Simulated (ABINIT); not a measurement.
# MgO (Fm-3m): a self-consistent loop beyond G0W0, cycle by cycle, part 2 of 2

How far does self-consistency move the gap of MgO (Fm-3m)?

ABINIT 10.8.3; PBE and many-body steps on it, plane waves. Known limits of the many-body steps: not at the basis limit; coarse k mesh.

So far. Step 10 (evGW, cycle 1): Against G0W0 in ABINIT (4×4×4 mesh, 30 bands, screening to 130.6 eV, Godby-Needs plasmon pole), the gap moves by +0.963 eV. Step 13 (evGW, cycle 2): Against the cycle before, the gap moves by +0.097 eV.

### Step 16. evGW, cycle 3

This step: evGW on PBE, plane waves, norm-conserving pseudopotentials.

Contents of run.abi:

```
acell 3*1.0 Angstrom
rprim 
  -0.000000000000 2.097001392700 2.097001392700
  2.097001392700 0.000000000000 2.097001392700
  2.097001392700 2.097001392700 0.000000000000
ntypat 2
znucl 12 8
natom 2
typat 1 2
xred 
  0.000000000000 0.000000000000 0.000000000000
  0.500000000000 0.500000000000 0.500000000000
pp_dirpath "pseudos"
pseudos "Mg.upf, O.upf"
ecut 38
ngkpt 4 4 4
nshiftk 1
shiftk 0 0 0
kptopt 1
chksymbreak 0
istwfk *1
occopt 1
irdwfk 1
optdriver 4
nband 30
gwcalctyp 10
ecutsigx 38
symsigma 1
nkptgw 8
kptgw 
  0.0000000000 0.0000000000 0.0000000000
  0.2500000000 0.0000000000 0.0000000000
  0.5000000000 0.0000000000 0.0000000000
  0.2500000000 0.2500000000 0.0000000000
  0.5000000000 0.2500000000 0.0000000000
  -0.2500000000 0.2500000000 0.0000000000
  0.5000000000 0.5000000000 0.0000000000
  -0.2500000000 0.5000000000 0.2500000000
bdgw 
  1 18
  1 18
  1 18
  1 18
  1 18
  1 18
  1 18
  1 18
ecuteps 4.8
irdscr 1
ppmodel 1
irdqps 1
indata_prefix "in"
outdata_prefix "out"
tmpdata_prefix "tmp"
```

Started as:

```sh
$ OMP_NUM_THREADS=1 mpirun -n 4 abinit run.abi > log
```

It took 11 s on 4 MPI ranks of Intel Xeon Platinum 8488C (Sapphire Rapids), shared host; peak memory 0.7 GiB.

This step gave:

```yaml
quasiparticle_gap_on_the_mesh: 8.076 eV
gap_of_the_density_functional_on_the_mesh: 4.895 eV
k_of_the_valence_top: 0, 0, 0
k_of_the_conduction_bottom: 0, 0, 0
least_direct_quasiparticle_gap_on_the_computed_points: 8.076 eV
```

Against the cycle before, the gap moves by +0.014 eV.

### Step 17. Screening, 4×4×4 mesh, 30 bands, screening to 130.6 eV

This step: RPA screening on PBE, plane waves, norm-conserving pseudopotentials.

Contents of run.abi:

```
acell 3*1.0 Angstrom
rprim 
  -0.000000000000 2.097001392700 2.097001392700
  2.097001392700 0.000000000000 2.097001392700
  2.097001392700 2.097001392700 0.000000000000
ntypat 2
znucl 12 8
natom 2
typat 1 2
xred 
  0.000000000000 0.000000000000 0.000000000000
  0.500000000000 0.500000000000 0.500000000000
pp_dirpath "pseudos"
pseudos "Mg.upf, O.upf"
ecut 38
ngkpt 4 4 4
nshiftk 1
shiftk 0 0 0
kptopt 1
chksymbreak 0
istwfk *1
occopt 1
irdwfk 1
optdriver 3
nband 30
ecuteps 4.8
inclvkb 2
awtr 1
symchi 1
gwcalctyp 10
mbpt_sciss 3.812 eV
nqptdm 1
qptdm 
  0 0 0
indata_prefix "in"
outdata_prefix "out"
tmpdata_prefix "tmp"
```

It took 1.9 s on 4 MPI ranks; peak memory 0.1 GiB.

Numbers from this step:

* ε∞ with local fields, on this mesh, along the program's q direction: 2.624
* the same without local fields: 2.755
* plasma frequency: 34.59 eV
* plane waves in the screening matrix: 59

This screening uses the functional's bands under a rigid shift, the mean opening of the cycle before.

### Step 18. Screening, 4×4×4 mesh, 30 bands, screening to 130.6 eV

This step: RPA screening on PBE from quasiparticle energies, plane waves, norm-conserving pseudopotentials.

run.abi, as its differences from that of step 17:

```diff
@@ -29,7 +29,13 @@
 symchi 1
+irdqps 1
 gwcalctyp 10
-mbpt_sciss 3.812 eV
-nqptdm 1
+nqptdm 7
 qptdm 
-  0 0 0
+  0.2500000000 0.0000000000 0.0000000000
+  0.5000000000 0.0000000000 0.0000000000
+  0.2500000000 0.2500000000 0.0000000000
+  0.5000000000 0.2500000000 0.0000000000
+  -0.2500000000 0.2500000000 0.0000000000
+  0.5000000000 0.5000000000 0.0000000000
+  -0.2500000000 0.5000000000 0.2500000000
 indata_prefix "in"
```

Contents of mrgscr.stdin:

```
2
merged
q0_SCR
out_SCR
1
```

Started as:

```sh
$ OMP_NUM_THREADS=1 mpirun -n 4 abinit run.abi > log; mrgscr < mrgscr.stdin
```

Elapsed: 3.6 s, on 4 MPI ranks; peak memory 0.39 GiB; 14 s of CPU time.

Numbers from this step:

* plasma frequency: 34.59 eV
* plane waves in the screening matrix: 59

This screening reads the quasiparticle levels of the cycle before.

### Step 19. evGW, cycle 4

This step: evGW on PBE, plane waves, norm-conserving pseudopotentials.

run.abi, as its differences from that of step 18:

```diff
@@ -23,12 +23,10 @@
 irdwfk 1
-optdriver 3
+optdriver 4
 nband 30
-ecuteps 4.8
-inclvkb 2
-awtr 1
-symchi 1
-irdqps 1
 gwcalctyp 10
-nqptdm 7
-qptdm 
+ecutsigx 38
+symsigma 1
+nkptgw 8
+kptgw 
+  0.0000000000 0.0000000000 0.0000000000
   0.2500000000 0.0000000000 0.0000000000
@@ -40,2 +38,15 @@
   -0.2500000000 0.5000000000 0.2500000000
+bdgw 
+  1 18
+  1 18
+  1 18
+  1 18
+  1 18
+  1 18
+  1 18
+  1 18
+ecuteps 4.8
+irdscr 1
+ppmodel 1
+irdqps 1
 indata_prefix "in"
```

Started as:

```sh
$ OMP_NUM_THREADS=1 mpirun -n 4 abinit run.abi > log
```

Wall time 11 s (4 MPI ranks); peak memory 0.7 GiB.

This step gave:

```yaml
quasiparticle_gap_on_the_mesh: 8.078 eV
gap_of_the_density_functional_on_the_mesh: 4.895 eV
k_of_the_valence_top: 0, 0, 0
k_of_the_conduction_bottom: 0, 0, 0
least_direct_quasiparticle_gap_on_the_computed_points: 8.078 eV
```

Against the cycle before, the gap moves by +0.002 eV.

### Step 20. The runs together

Times are wall times on 4 MPI ranks of Intel Xeon Platinum 8488C (Sapphire Rapids), shared host, good to a factor of about two. A run's time includes the screening step that it read.

| run | mesh | bands | screening cutoff (eV) | DFT gap (eV) | gap on the mesh (eV) | direct (eV) | ε∞ used | time |
| --- | --- | --- | --- | --- | --- | --- | --- | --- |
| G0W0 | 4×4×4 | 30 | 130.6 | 4.895 | 7.002 | 7.002 | 3.16 | 5.6 s |
| evGW0, cycle 1 | 4×4×4 | 30 | 130.6 | 4.895 | 7.408 | 7.408 | 3.16 | 15 s |
| evGW0, cycle 2 | 4×4×4 | 30 | 130.6 | 4.895 | 7.348 | 7.348 | 3.16 | 15 s |
| evGW0, cycle 3 | 4×4×4 | 30 | 130.6 | 4.895 | 7.342 | 7.342 | 3.16 | 15 s |
| evGW, cycle 1 | 4×4×4 | 30 | 130.6 | 4.895 | 7.965 | 7.965 | 2.71 | 17 s |
| evGW, cycle 2 | 4×4×4 | 30 | 130.6 | 4.895 | 8.062 | 8.062 | 2.64 | 16 s |
| evGW, cycle 3 | 4×4×4 | 30 | 130.6 | 4.895 | 8.076 | 8.076 | 2.63 | 17 s |
| evGW, cycle 4 | 4×4×4 | 30 | 130.6 | 4.895 | 8.078 | 8.078 | 2.62 | 16 s |

### Step 21. Summary of results

| Property | Result |
| --- | --- |
| G0W0 | 7.002 eV |
| evGW0, cycle 1 | 7.408 eV |
| evGW0, cycle 2 | 7.348 eV |
| evGW0, cycle 3 | 7.342 eV |
| evGW, cycle 1 | 7.965 eV |
| evGW, cycle 2 | 8.062 eV |
| evGW, cycle 3 | 8.076 eV |
| evGW, cycle 4 | 8.078 eV |
| known limits | not at the basis limit; coarse k mesh |

What this shows: Only the bands that the input lists are updated; the others, empty or deep, keep the functional's energies or take a rigid shift. The evGW loop starts from the last levels of evGW0, so its cycles and time come on top of those. evGW0 ends at 7.34 eV, +0.34 eV from G0W0, after 3 cycles that took 34 s beside the first screening; the last moved the gap by 0.006 eV. evGW ends at 8.08 eV, +1.08 eV from G0W0, after 4 cycles that took 67 s beside the first screening; the last moved the gap by 0.002 eV. The first cycle of evGW0 takes the full correction, without the factor Z, so it overshoots the one-shot value. Against experiment, by evGW, cycle 4: the direct gap of 8.08 eV lies +0.25 eV from the measured 7.83 eV (direct, quoted 2021). An exciton line or allowed optical edge lies below the quasiparticle gap by the binding energy; a forbidden edge can push the onset above it. These are gaps on the mesh, at modest bands and cutoff. The calculation has static nuclei and no excitons; a measured gap holds zero-point and thermal motion, which mostly lowers it. Bands and cutoff are finite, so the gap is not at the basis limit. The miss can reach some tenths of an eV and take either sign; the mesh is an error of its own. The 4×4×4 mesh is coarse for this cell, which bears on the long-range parts of exchange and screening. In the updated screening the q = 0 part is built from Kohn-Sham bands under a rigid shift, the other q from the quasiparticle levels.

[Paths, hosts, dates, memory and timing lines, banners, echoed tables and standing remarks are left out of the program output.]

[Logs are printed without paths, hosts, clocks, repeated set-up lines and the standing remarks that a program may print on its own settings, such as how far it seeks lower states.]

[Runs of the session that timed out or met a known fault of the program may be left out.]

[Hosts, paths, dates, database ids (printed as entryN), source tags and the programs' standing remarks are cut or masked in the printed files.]

[G0W0 gaps are taken among the corrected bands and points alone; a level outside them can change the order at an edge.]

[Where Ansatz stands beside ABINIT at settings called matched, ABINIT's density can come from a denser mesh and the files from another edition; pairs whose starting gaps differed by over 0.03 eV were left out, so agreement reads better than it is.]
